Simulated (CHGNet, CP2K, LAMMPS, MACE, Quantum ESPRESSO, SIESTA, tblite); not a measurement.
# Which site? A vacancy of Ge in amorphous Ge (61 atoms), by several methods

Aim: compare the energies of a vacancy of Ge at unlike sites of amorphous Ge (61 atoms), with plane waves as the reference.

Results are calculated, not measured.

## 1. Set-up

The cell holds 61 atoms (61 Ge), with edges of 11.51, 11.51 and 11.51 Å. Recipe: 61 atoms (61 Ge) placed at random at 4.82 g/cm³, melted at 3500 K for 10 ps at fixed volume with the Tersoff potential (Tersoff, Phys. Rev. B 39, 5566 (1989)). Quenched from 3500 K to 100 K at 5 K/ps and fixed volume, held 5 ps, then minimised at fixed cell. Then the atoms were relaxed with MACE MP-0b3 medium in the fixed cell.

## 2. The reference input

Quantum ESPRESSO 7.5: Kohn-Sham DFT, PBE, SSSP efficiency 1.3.0 pseudopotentials, plane waves. Its input, pw.in, for the unchanged cell:

```
&control
  calculation = 'scf'
  pseudo_dir = './pseudo'
  outdir = './tmp'
  disk_io = 'none'
  tprnfor = .true.
  tstress = .true.
/
&system
  ibrav = 0
  nat = 61
  ntyp = 1
  ecutwfc = 45
  ecutrho = 360
  nosym = .true.
  occupations = 'smearing'
  smearing = 'fd'
  degauss = 0.003675
/
&electrons
  conv_thr = 3.0e-07
  electron_maxstep = 100
  mixing_beta = 0.2
  mixing_mode = 'local-TF'
  diagonalization = 'david'
/
ATOMIC_SPECIES
Ge 72.630 Ge.upf
CELL_PARAMETERS angstrom
11.51210 0.00000 0.00000
0.00000 11.51210 0.00000
0.00000 0.00000 11.51210
ATOMIC_POSITIONS crystal
Ge 0.86555 0.28785 0.73310
Ge 0.47854 0.09532 0.03753
Ge 0.23708 0.37518 0.99995
Ge 0.37919 0.35873 0.67769
[... 55 atom lines left out ...]
Ge 0.55280 0.43974 0.14655
Ge 0.78985 0.45751 0.41060
K_POINTS gamma
```

```console
$ OMP_NUM_THREADS=1 mpirun -np 2 pw.x -in pw.in > output.txt
```

Run time: 6.5 min. Hardware: 2 MPI ranks of Arm Neoverse V1, shared host; peak memory 4.2 GiB; 13 min of CPU time.

It converged with an r.m.s. force component of 0.19 eV/Å and a pressure of -0.62 GPa.

## 3. The levels

The levels share the cells and solve them as single points, though not every level runs every cell. CPU time is summed over a level's finished runs, on a host shared with the other runs, so it is rough; the force column is the median over cells of the r.m.s. difference of force components from the reference.

| level | basis or training data | k-points | runs finished | CPU time | peak memory (GiB) | force difference (meV/Å) |
| --- | --- | --- | --- | --- | --- | --- |
| QE, PBE | plane waves, SSSP efficiency, 45/360 Ry | Γ | 4 of 4 | 51 min | 4.2 | reference |
| CP2K double zeta, PBE | DZVP-MOLOPT-SR, GTH-PBE potentials, 350 Ry | Γ | 3 of 3 | 5 min | 2.1 | 28 |
| SIESTA DZP, PBE | DZP orbitals, shift 0.01 Ry, mesh 300 Ry | Γ | 3 of 3 | 15 min | 1.2 | 131 |
| CP2K double zeta, PBEsol | DZVP-MOLOPT-SR, GTH-PBE potentials, 350 Ry | Γ | 3 of 3 | 4.9 min | 2.1 | 42 |
| CP2K double zeta, RPBE | DZVP-MOLOPT-SR, GTH-PBE potentials, 350 Ry | Γ | 3 of 3 | 5.1 min | 2.1 | 23 |
| tblite GFN1-xTB | tight binding with its own dispersion term | Γ | 3 of 3 | 18 s | 0.13 | 171 |
| CHGNet 0.3.0 | trained on PBE(+U) plane-wave data | - | 4 of 4 | 14 s | 0.6 | 184 |
| MACE MP-0b3 medium | trained on PBE(+U) plane-wave data | - | 4 of 4 | 31 s | 0.77 | 194 |

The reference's own r.m.s. force component runs from 191 to 200 meV/Å over these cells. MACE MP-0b3 medium relaxed the atoms, so in the cells that it relaxed its own forces are small, and its entry isn't an independent test there.

## 4. The sites

Each changed cell was relaxed with MACE MP-0b3 medium before the single points. Neighbours are the site's nearest atoms before the change.

```csv
site,nearest atoms,their mean distance (Å),atoms within 6 Å,largest move on relaxing (Å),longest force left in the reference (eV/Å)
Ge33,Ge5,2.70,32,0.31,0.75
Ge29,Ge3,2.55,31,0.17,0.74
Ge45,Ge4,2.53,33,0.66,0.81
```

## 5. Site energies

All changed cells hold the same atoms, so within one level their energies compare with no chemical potential. Energies in eV, less that of Ge33, the reference's cheapest site; the last column is the largest deviation from the reference once each row's mean is taken off.

```csv
level,Ge33,Ge29,Ge45,cheapest,largest deviation
"QE, PBE",0.00,0.53,1.44,Ge33,-
"CP2K double zeta, PBE",0.00,0.54,1.36,Ge33,0.06
"SIESTA DZP, PBE",0.00,0.45,0.98,Ge33,0.28
"CP2K double zeta, PBEsol",0.00,0.43,1.25,Ge33,0.10
"CP2K double zeta, RPBE",0.00,0.57,1.44,Ge33,0.03
tblite GFN1-xTB,0.00,0.92,1.72,Ge33,0.22
CHGNet 0.3.0,0.00,-0.07,0.26,Ge29,0.59
MACE MP-0b3 medium,0.00,0.18,0.72,Ge33,0.36
```

## 6. Outcome

In the reference the cheapest site is Ge33 (Ge5) and the dearest Ge45 (Ge4), 1.4 eV higher. 6 of the 7 other levels pick the same cheapest site; CHGNet 0.3.0 picks Ge29. CP2K double zeta, RPBE follows the reference most closely (0.03 eV at worst) and CHGNet 0.3.0 least (0.59 eV).

The other programs at PBE deviate by 0.28 eV at most, the learned potentials by 0.36 to 0.59 eV.

Caveats: The geometries are those of MACE MP-0b3 medium; forces of up to 0.81 eV/Å remain in the reference, so relaxing in DFT would lower the energies, by amounts that can differ from site to site and can change the order. For MACE MP-0b3 medium alone these are relaxed energies. Defects interact with their periodic images. Neighbours of a vacancy can rebond in unlike ways from site to site, which enters the differences. The reference has no spin polarisation, so cut bonds at a vacancy can't carry moments. Only 3 of the 61 Ge sites are compared. Learned potentials don't solve for electrons, so the charge or spin state of a defect can't be set in them. The quench rate of 5 K/ps is many orders above laboratory rates, so the cell is likely richer in defects and strain than a real sample. The reference samples only Γ, in a cell whose shortest periodic width is 12 Å. The reference isn't exact: its cutoffs and mesh weren't converged further here. SIESTA's automatically made basis is far from complete, and its potentials were converted by us (checked for H, C, O, Si, Ge and Ca alone). Spin–orbit coupling is left out. Where levels are smeared, the DFT runs use Fermi–Dirac occupations at 580 K (0.05 eV), and energies are free energies.

[Logs are printed without paths, hosts, clocks, repeated set-up lines and the standing remarks that a program may print on its own settings, such as how far it seeks lower states.]

[Hosts, paths, dates, database ids (printed as entryN), source tags and the programs' standing remarks are cut or masked in the printed files.]
